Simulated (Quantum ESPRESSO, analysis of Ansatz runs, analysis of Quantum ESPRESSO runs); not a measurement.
# Vacancy with four H in Ge: local vibrational mode, PBE (Quantum ESPRESSO), part 2 of 2

How near does this set-up come to the measured local vibrational mode? Subject: vacancy with four H in Ge. Set-up: PBE, JTH 2.0 PBE, 32-site cell, PBE lattice, k: 2x2x2 shifted. The model is a cell of 32 host atoms with 1 Ge taken out and 4 H put in. The frequencies come from force constants among the defect atom and its neighbours, with the masses of the isotopes named. Other potentials or another program check that the number doesn't hang on one set of files.

Quantum ESPRESSO 7.5; PBE, JTH 2.0 PBE, 32-site cell, PBE lattice, k: 2x2x2 shifted.

So far. Step 2 (Relaxation, charge 0): Neighbours of the added atoms: H32: Ge22 1.54, H35 1.86, H33 1.86 Å; H33: Ge25 1.54, H35 1.86, H34 1.86 Å; H34: Ge26 1.54, H35 1.86, H33 1.86 Å; H35: Ge31 1.54, H33 1.86, H34 1.86 Å.

## 3. Atom Ge22 moved by 0.015 A along x

Force constants come from the forces after small displacements; symmetry gives the rest. One such run is shown.

This step: Quantum ESPRESSO plane-wave DFT, PBE, JTH 2.0 PBE potentials; single point of a defect supercell.

Input file pw.in:

```
&CONTROL
  calculation = 'scf'
  prefix = 'pwscf'
  outdir = './tmp'
  pseudo_dir = './pseudo'
  tprnfor = .true.
  disk_io = 'low'
/
&SYSTEM
  ibrav = 0
  nat = 35
  ntyp = 2
  ecutwfc = 40
  ecutrho = 240
  nbnd = 223
  occupations = 'smearing'
  smearing = 'fd'
  degauss = 0.00073499
/
&ELECTRONS
  conv_thr = 1d-10
  electron_maxstep = 100
  mixing_beta = 0.5
/
ATOMIC_SPECIES
Ge    72.6300 Ge.GGA_PBE-JTH.UPF
H      1.0080 H.GGA_PBE-JTH.UPF
CELL_PARAMETERS angstrom
  -5.7677345896    5.7677345896    5.7677345896
   5.7677345896   -5.7677345896    5.7677345896
   5.7677345896    5.7677345896   -5.7677345896
ATOMIC_POSITIONS crystal
Ge     0.0000000000    0.0000000000    0.5000000000
Ge    -0.0047514683    0.2477777253    0.2477777253
[... 1 atom line left out ...]
Ge     0.0047514683    0.7525291936    0.7525291936
[... 1 atom line left out ...]
Ge     0.2477777253    0.2477777253   -0.0047514683
[... 4 atom lines left out ...]
Ge     0.5000000000    0.7522222747    0.2474708064
Ge     0.7525291936    0.0047514683    0.7525291936
[... 9 atom lines left out ...]
Ge     0.2315006331    0.5013003372    0.5013003372
[... 2 atom lines left out ...]
Ge     0.5000000000    0.2315006331    0.5000000000
Ge     0.5000000000    0.5000000000    0.2315006331
[... 4 atom lines left out ...]
Ge     0.7684993669    0.7684993669    0.7684993669
H      0.3861081185    0.5000000000    0.5000000000
H      0.5000000000    0.3861081185    0.5000000000
H      0.5000000000    0.5000000000    0.3861081185
H      0.6138918815    0.6138918815    0.6138918815
K_POINTS automatic
2 2 2 1 1 1
```

Started as:

```sh
$ OMP_NUM_THREADS=1 pw.x -in pw.in > pw.out
```

The log of the run:

```text
[banner, memory and clock lines left out]
          URL

     file Ge.GGA_PBE-JTH.UPF: wavefunction(s)  4S 0S 4P 0P 3D 0D renormalized
     file H.GGA_PBE-JTH.UPF: wavefunction(s)  1S 0S 0P renormalized
     Message from routine setup:
     using ibrav=0 with symmetry is DISCOURAGED, use correct ibrav instead

     G-vector sticks info

     bravais-lattice index     =            0
     lattice parameter (alat)  =      18.8784  a.u.
     unit-cell volume          =    5179.3158 (a.u.)^3
     number of atoms/cell      =           35
     number of atomic types    =            2
     number of electrons       =       438.00
     number of Kohn-Sham states=          223
     kinetic-energy cutoff     =      40.0000  Ry
     charge density cutoff     =     240.0000  Ry
     scf convergence threshold =      1.0E-10
     mixing beta               =       0.5000
     number of iterations used =            8  plain     mixing
     Exchange-correlation= SLA PW PBX PBC
                           (   1   4   3   4   0   0   0)

     celldm(1)=  18.878382  celldm(2)=   0.000000  celldm(3)=   0.000000
     celldm(4)=   0.000000  celldm(5)=   0.000000  celldm(6)=   0.000000

     crystal axes: (cart. coord. in units of alat)
               a(1) = (  -0.577350   0.577350   0.577350 )
               a(2) = (   0.577350  -0.577350   0.577350 )
               a(3) = (   0.577350   0.577350  -0.577350 )

     reciprocal axes: (cart. coord. in units 2 pi/alat)
               b(1) = ( -0.000000  0.866025  0.866025 )
               b(2) = (  0.866025 -0.000000  0.866025 )
               b(3) = (  0.866025  0.866025  0.000000 )

     PseudoPot. # 1 for Ge read from file:
     Ge.GGA_PBE-JTH.UPF
     Pseudo is Projector augmented-wave + core cor, Zval = 14.0
     Generated using ATOMPAW code
     Shape of augmentation charge: SINC**2
     Using radial grid of 1054 points,  6 beta functions with:
                l(1) =   0
                l(2) =   0
                l(3) =   1
                l(4) =   1
                l(5) =   2
                l(6) =   2
     Q(r) pseudized with 0 coefficients

     PseudoPot. # 2 for H  read from file:
     H.GGA_PBE-JTH.UPF
     Pseudo is Projector augmented-wave + core cor, Zval =  1.0
     Generated using ATOMPAW code
     Shape of augmentation charge: SINC**2
     Using radial grid of  777 points,  3 beta functions with:
                l(1) =   0
                l(2) =   0
                l(3) =   1
     Q(r) pseudized with 0 coefficients

     atomic species   valence    mass     pseudopotential
     Ge               14.00    72.63000     Ge( 1.00)
     H                 1.00     1.00800     H ( 1.00)

      2 Sym. Ops. (no inversion) found

   Cartesian axes

     site n.     atom                  positions (alat units)
         1        Ge     tau(   1) = (   0.2886751   0.2886751  -0.2886751  )
         2        Ge     tau(   2) = (   0.2888523  -0.0027433  -0.0027433  )
         3        Ge     tau(   3) = (   0.2886751  -0.2886751   0.2886751  )
         4        Ge     tau(   4) = (   0.8662026   0.0027433   0.0027433  )
         5        Ge     tau(   5) = (  -0.0027433   0.2888523  -0.0027433  )
         6        Ge     tau(   6) = (  -0.0027433  -0.0027433   0.2888523  )
         7        Ge     tau(   7) = (   0.5800935   0.2884979  -0.0027433  )
         8        Ge     tau(   8) = (   0.5800935  -0.0027433   0.2884979  )
         9        Ge     tau(   9) = (  -0.2886751   0.2886751   0.2886751  )
        10        Ge     tau(  10) = (   0.2884979   0.5800935  -0.0027433  )
[...]
27        Ge     tau(  27) = (   0.1446065  -0.1457639   0.7231141  )
        28        Ge     tau(  28) = (  -0.1457639   0.7231141   0.1446065  )
        29        Ge     tau(  29) = (  -0.1446065   0.4315864   0.4315864  )
        30        Ge     tau(  30) = (  -0.1457639   0.1446065   0.7231141  )
        31        Ge     tau(  31) = (   0.4436933   0.4436933   0.4436933  )
        32        H      tau(  32) = (   0.3544306   0.2229196   0.2229196  )
        33        H      tau(  33) = (   0.2229196   0.3544306   0.2229196  )
        34        H      tau(  34) = (   0.2229196   0.2229196   0.3544306  )
        35        H      tau(  35) = (   0.3544306   0.3544306   0.3544306  )

     number of k points=     3  Fermi-Dirac smearing, width (Ry)=  0.0007
                       cart. coord. in units 2pi/alat
        k(    1) = (   0.4330127   0.4330127   0.4330127), wk =   0.5000000
        k(    2) = (   0.0000000   0.0000000   0.4330127), wk =   1.0000000
        k(    3) = (   0.4330127   0.0000000   0.0000000), wk =   0.5000000

     Dense  grid:   325093 G-vectors     FFT dimensions: (  96,  96,  96)

     Smooth grid:   176659 G-vectors     FFT dimensions: (  75,  75,  75)

     Initial potential from superposition of free atoms

     starting charge     437.9765, renormalised to     438.0000
     Starting wfcs are  578 randomized atomic wfcs
     Checking if some PAW data can be deallocated...

     Self-consistent Calculation

     iteration #  1     ecut=    40.00 Ry     beta= 0.50
     Davidson diagonalization with overlap
     ethr =  1.00E-02,  avg # of iterations =  2.0

     Threshold (ethr) on eigenvalues was too large:
[...]
estimated scf accuracy    <       0.00056462 Ry

     iteration #  6     ecut=    40.00 Ry     beta= 0.50
     Davidson diagonalization with overlap
     ethr =  1.29E-07,  avg # of iterations =  6.0

     total energy              =   -9786.22942805 Ry
     estimated scf accuracy    <       0.00028708 Ry

     iteration #  7     ecut=    40.00 Ry     beta= 0.50
     Davidson diagonalization with overlap
     ethr =  6.55E-08,  avg # of iterations =  5.0

     total energy              =   -9786.22951663 Ry
     estimated scf accuracy    <       0.00001687 Ry

     iteration #  8     ecut=    40.00 Ry     beta= 0.50
     Davidson diagonalization with overlap
     ethr =  3.85E-09,  avg # of iterations =  7.0

     total energy              =   -9786.22951555 Ry
     estimated scf accuracy    <       0.00003545 Ry

     iteration #  9     ecut=    40.00 Ry     beta= 0.50
     Davidson diagonalization with overlap
     ethr =  3.85E-09,  avg # of iterations =  5.0

     total energy              =   -9786.22952473 Ry
     estimated scf accuracy    <       0.00000235 Ry

     iteration # 10     ecut=    40.00 Ry     beta= 0.50
     Davidson diagonalization with overlap
     ethr =  5.37E-10,  avg # of iterations =  5.0

     total energy              =   -9786.22952553 Ry
     estimated scf accuracy    <       0.00000020 Ry

     iteration # 11     ecut=    40.00 Ry     beta= 0.50
     Davidson diagonalization with overlap
     ethr =  4.54E-11,  avg # of iterations =  7.3

     total energy              =   -9786.22952569 Ry
     estimated scf accuracy    <       0.00000059 Ry

     iteration # 12     ecut=    40.00 Ry     beta= 0.50
     Davidson diagonalization with overlap
     ethr =  4.54E-11,  avg # of iterations =  5.0

     total energy              =   -9786.22952578 Ry
     estimated scf accuracy    <          6.4E-09 Ry

     iteration # 13     ecut=    40.00 Ry     beta= 0.50
     Davidson diagonalization with overlap
     ethr =  1.47E-12,  avg # of iterations =  8.7

     total energy              =   -9786.22952579 Ry
     estimated scf accuracy    <          3.6E-09 Ry

     iteration # 14     ecut=    40.00 Ry     beta= 0.50
     Davidson diagonalization with overlap
     ethr =  8.30E-13,  avg # of iterations =  4.3

     total energy              =   -9786.22952579 Ry
     estimated scf accuracy    <          7.1E-10 Ry

     iteration # 15     ecut=    40.00 Ry     beta= 0.50
     Davidson diagonalization with overlap
     ethr =  1.63E-13,  avg # of iterations =  6.0

     total energy              =   -9786.22952579 Ry
     estimated scf accuracy    <          4.6E-10 Ry

     iteration # 16     ecut=    40.00 Ry     beta= 0.50
     Davidson diagonalization with overlap
     ethr =  1.05E-13,  avg # of iterations =  5.0

     End of self-consistent calculation

          k = 0.4330 0.4330 0.4330 ( 22108 PWs)   bands (ev):

   -15.4091 -15.4078 -15.4076 -15.4069 -15.4049 -15.4048 -15.4039 -15.4021
   -15.4012 -15.4002 -15.4000 -15.3994 -15.3957 -15.3951 -15.3947 -15.3931
   -15.3867 -15.3863 -15.3862 -15.3859 -15.3858 -15.3770 -15.3768 -15.3765
   -15.3700 -15.3686 -15.3683 -15.3680 -15.3678 -15.3614 -15.3599 -15.3593
   -15.3583 -15.3369 -15.3369 -15.3364 -15.3228 -15.3222 -15.3220 -15.3165
   -15.3162 -15.3157 -15.3130 -15.3129 -15.3087 -15.3049 -15.3046 -15.3044
   -15.3035 -15.3033 -15.3028 -15.2924 -15.2918 -15.2778 -15.2767 -15.2764
   -15.2762 -15.2716 -15.2716 -15.2714 -15.2611 -15.2610 -15.2607 -15.2527
   -15.2522 -15.2522 -15.2520 -15.2515 -15.2513 -15.2505 -15.2503 -15.2498
   -15.2413 -15.2408 -15.2407 -15.2399 -15.2398 -15.2395 -15.2324 -15.2321
[...]
8.5156   8.5179   8.5197   9.8866   9.8871   9.8905  10.1324

          k = 0.0000 0.0000 0.4330 ( 22178 PWs)   bands (ev):

[...]
8.0474   8.4961   8.4965  10.1004  10.6007  10.6024  10.7433

          k = 0.4330 0.0000 0.0000 ( 22178 PWs)   bands (ev):

[...]
1.9485   2.3644   2.3667   2.3723   2.4346   2.8534   3.8981   3.9040
     4.0253   4.4117   5.2684   5.2702   5.3028   5.4598   5.8679   5.9769
     5.9779   6.0881   6.4157   6.4653   6.4691   6.6498   6.6522   6.6590
     6.6594   6.7186   6.7232   6.7590   6.7736   6.8766   6.8799   6.8900
     7.0042   7.6812   7.7679   7.7702   7.8482   7.8894   7.8929   7.9137
     8.0423   8.4937   8.4975  10.0994  10.5992  10.6021  10.7433

     the Fermi energy is     9.1962 ev

!    total energy              =   -9786.22952579 Ry
     total all-electron energy =     -9786.229526 Ry
     estimated scf accuracy    <          1.5E-11 Ry
     smearing contrib. (-TS)   =       0.00000000 Ry
     internal energy E=F+TS    =   -9786.22952579 Ry

     The total energy is F=E-TS. E is the sum of the following terms:
     one-electron contribution =   -4696.06704333 Ry
     hartree contribution      =    1468.93108595 Ry
     xc contribution           =    -552.36239207 Ry
     ewald contribution        =   -2942.23554592 Ry
     one-center paw contrib.   =   -3064.49563041 Ry

     convergence has been achieved in  16 iterations

     Forces acting on atoms (cartesian axes, Ry/au):

     atom    1 type  1   force =    -0.00002591   -0.00002985   -0.00003248
     atom    2 type  1   force =     0.00171590    0.00111911    0.00111911
     atom    3 type  1   force =    -0.00002591   -0.00003248   -0.00002985
     atom    4 type  1   force =     0.00002848   -0.00005439   -0.00005439
     atom    5 type  1   force =     0.00018126   -0.00000156    0.00002903
     atom    6 type  1   force =     0.00018126    0.00002903   -0.00000156
     atom    7 type  1   force =     0.00146456    0.00127418   -0.00103281
     atom    8 type  1   force =     0.00146456   -0.00103281    0.00127418
     atom    9 type  1   force =     0.00010486   -0.00002909   -0.00002909
     atom   10 type  1   force =     0.00000144   -0.00003857    0.00008987
[...]
atom   31 type  1   force =     0.00011635    0.00017760    0.00017760
     atom   32 type  2   force =     0.00302092   -0.00253684   -0.00253684
     atom   33 type  2   force =     0.00002230   -0.00003802   -0.00007266
     atom   34 type  2   force =     0.00002230   -0.00007266   -0.00003802
     atom   35 type  2   force =     0.00007871    0.00004116    0.00004116

     Total force =     0.010041     Total SCF correction =     0.000023
```

The job ended after 31 min (1 thread of Arm Neoverse V1, shared host; peak memory 2 GiB).

At this level the gap is 1.37 eV on the k-mesh of the self-consistent run, which can miss the band edges.

## 4. Local vibrational modes

Analysis of the runs above: force constants by central differences of Quantum ESPRESSO plane-wave DFT, PBE, JTH 2.0 PBE potentials forces among the atoms nearest to a defect, the others at rest.

The modes with the largest weight on the probed atoms (the light atom of a pair), for the masses of each isotope. Modes of the displaced atoms (local only where they lie over the host's phonons):

```
isotopes  mode (cm⁻¹)  share of the defect atoms
       H         2030                      0.989
       H         2005                      0.987
       H         2005                      0.987
       H         2005                      0.987
       H        541.7                      0.991
       H        541.7                      0.991
       H        541.7                      0.991
       H        527.9                      0.992
       H        527.9                      0.992
       H        483.9                      0.979
       H        483.9                      0.979
       H        483.9                      0.979
       D         1444                      0.978
       D         1427                      0.975
       D         1427                      0.975
       D         1427                      0.975
       D        385.2                      0.977
       D        385.2                      0.977
       D        385.2                      0.977
       D        375.3                      0.976
       D        375.3                      0.976
       D        346.6                       0.94
       D        346.6                       0.94
       D        346.6                       0.94
```

## 5. Results

- distance from the defect atom to its nearest neighbour: 1.545 Å
- Ge-H stretch, T2: 2005 cm⁻¹

Ge-H stretch, T2: computed 2005 cm⁻¹, measured 2061.5 cm⁻¹; 57 cm⁻¹ (3 %) below the measurement. The computed value is harmonic, while the measured line is the anharmonic fundamental, which for X–H stretches usually lies a few per cent lower. Only the named neighbours move, so modes near the host's band are approximate.

[Logs are printed without paths, hosts, clocks, repeated set-up lines and the standing remarks that a program may print on its own settings, such as how far it seeks lower states.]

[Hosts, paths, dates, database ids (printed as entryN), source tags and the programs' standing remarks are cut or masked in the printed files.]

[For some hosts the program warned that the k-mesh of the response run may be too coarse for force constants and the static dielectric constant; such warnings are not shown here.]
